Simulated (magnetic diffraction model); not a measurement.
**CsCeFe below its ordering temperature**

Space group P6_3/mmc (no. 194), a = 5.8690 Å, c = 8.2250 Å.

| site | atom | x | y | z |
| --- | --- | --- | --- | --- |
| 2a | Ce | 0 | 0 | 0 |
| 2c | Cs | 1/3 | 2/3 | 1/4 |
| 2d | Fe | 1/3 | 2/3 | 3/4 |

This is a made-up structure (elements placed in a structure type, unrelaxed), so the numbers test the method and describe no known phase.

Only Ce is taken to order (form factors of Ce3+); orders and moment sizes are assumed, and not adapted to the symmetry. Radiation: neutrons of λ = 1.594 Å, 5° to 65°; isotropic B of 0.3 Å² (Ce), 0.41 Å² (Cs) and 0.5 Å² (Fe). The intensities are simulated: I ∝ L Σ (|F_N|² + |F_M⊥|²) for unpolarised neutrons, with F_M = 2.695 fm/μB × Σ f(s) S exp(2πi Q·r) exp(−B s²) at Q = H ± k (one set where k and −k are equivalent), only the part normal to Q counting and L = 1/(sin²θ cos θ). For collinear order S is the moment m, which repeats by lattice and centring translations R with the sign exp(−2πi k·R). Form factors are spin-only for 3d ions and dipole or tabulated for f ions, scattering lengths are Sears's of 1992, and absorption is left out. A label names one of the reflections at its angle. The strongest nuclear line in the range is 100, and lines under 0.2 are left out.

Above the ordering temperature:

```
2θ (°)    index      I
 18.04  (1 0 0)    5.1
 21.24  (1 0 1)   13.4
 22.35  (0 0 2)   16.8
 28.87  (1 0 2)   92.0
 31.52  (1 1 0)  100.0
 36.55  (2 0 0)    1.3
 38.32  (2 0 1)    4.2
 38.57  (1 0 3)    4.2
 38.98  (1 1 2)   34.2
 43.27  (2 0 2)   42.8
 45.61  (0 0 4)   16.6
 49.02  (2 1 0)    1.4
 49.43  (1 0 4)    1.4
 50.43  (2 1 1)    5.1
 50.63  (2 0 3)    2.5
 54.50  (2 1 2)   56.7
 56.12  (3 0 0)   34.6
 56.49  (1 1 4)   68.4
 59.81  (2 0 4)    1.0
 60.87  (2 1 3)    3.6
 61.16  (3 0 2)   15.1
 61.23  (1 0 5)    1.8
```

Below it (cell unchanged):

```
2θ (°)      I
  8.99    9.2
 15.61    1.0
 18.04    5.1
 21.24   13.4
 22.35   16.8
 23.94    1.7
 24.13    3.0
 27.21    0.9
 27.38    1.8
 28.87   92.0
 31.52  100.0
 32.84    0.4
 32.98    2.3
 35.49    1.1
 36.55    1.3
 38.32    4.2
 38.57    4.2
 38.98   34.2
 39.97    0.6
 40.09    1.0
 42.11    0.4
 43.27   42.8
 45.61   16.6
 46.16    0.2
 46.27    1.0
 46.59    0.6
 48.19    0.7
 48.50    0.5
 49.02    1.4
 49.43    1.4
 50.43    5.1
 50.63    2.5
 51.86    0.4
 52.16    0.8
 53.92    0.4
 54.50   56.7
```
(The table stops after 36 lines; 14 more lie at higher angle.)

**Question.** Check that the new lines index with k = (1/2 1/2 0), then choose among these models:
A. collinear moments along [101], 1.3 μB on Ce; signs + at (0, 0, 0), + at (0, 0, 1/2)
B. collinear moments along [120], 1.3 μB on Ce; signs + at (0, 0, 0), + at (0, 0, 1/2)
C. collinear moments along [120], 1.3 μB on Ce; signs + at (0, 0, 0), − at (0, 0, 1/2)
D. collinear moments along [101], 1.3 μB on Ce; signs + at (0, 0, 0), − at (0, 0, 1/2)

The new lines index as (1/2 -1/2 0) at 8.99°, (1/2 1/2 0) at 15.61°, (3/2 -1/2 0) at 23.94° and (1/2 -1/2 2) at 24.13°, that is as H ± k with k = (1/2 1/2 0), one of 3 inequivalent arms of its star (k and −k counted as one), which a powder can't tell apart. Half indices mean that the moments reverse under translations with k·R a half-integer, and the magnetic cell has twice the primitive volume.

Magnetic intensity, observed (below minus above) and for each model:

| 2θ (°) | index | observed | A | B | C | D |
| --- | --- | --- | --- | --- | --- | --- |
| 8.99 | (1/2 -1/2 0) | 9.2 | 9.1 | 9.2 | <0.2 | <0.2 |
| 14.32 | (1/2 -1/2 1) | <0.2 | <0.2 | <0.2 | 8.5 | 4.7 |
| 15.61 | (1/2 1/2 0) | 1.0 | 3.6 | 1.0 | <0.2 | <0.2 |
| 19.21 | (1/2 1/2 1) | <0.2 | <0.2 | <0.2 | 2.5 | 3.7 |
| 23.94 | (3/2 -1/2 0) | 1.7 | 2.6 | 1.7 | <0.2 | <0.2 |
| 24.13 | (1/2 -1/2 2) | 3.0 | 1.2 | 3.0 | <0.2 | <0.2 |
| 26.47 | (3/2 -1/2 1) | <0.2 | <0.2 | <0.2 | 3.1 | 3.7 |
| 32.98 | (3/2 -1/2 2) | 2.3 | 1.8 | 2.3 | <0.2 | <0.2 |

Model B matches.

The structure used: k = (1/2 1/2 0), collinear moments along [120], 1.3 μB on Ce; signs + at (0, 0, 0), + at (0, 0, 1/2).

[Logs are printed without paths, hosts, clocks, repeated set-up lines and the standing remarks that a program may print on its own settings, such as how far it seeks lower states.]
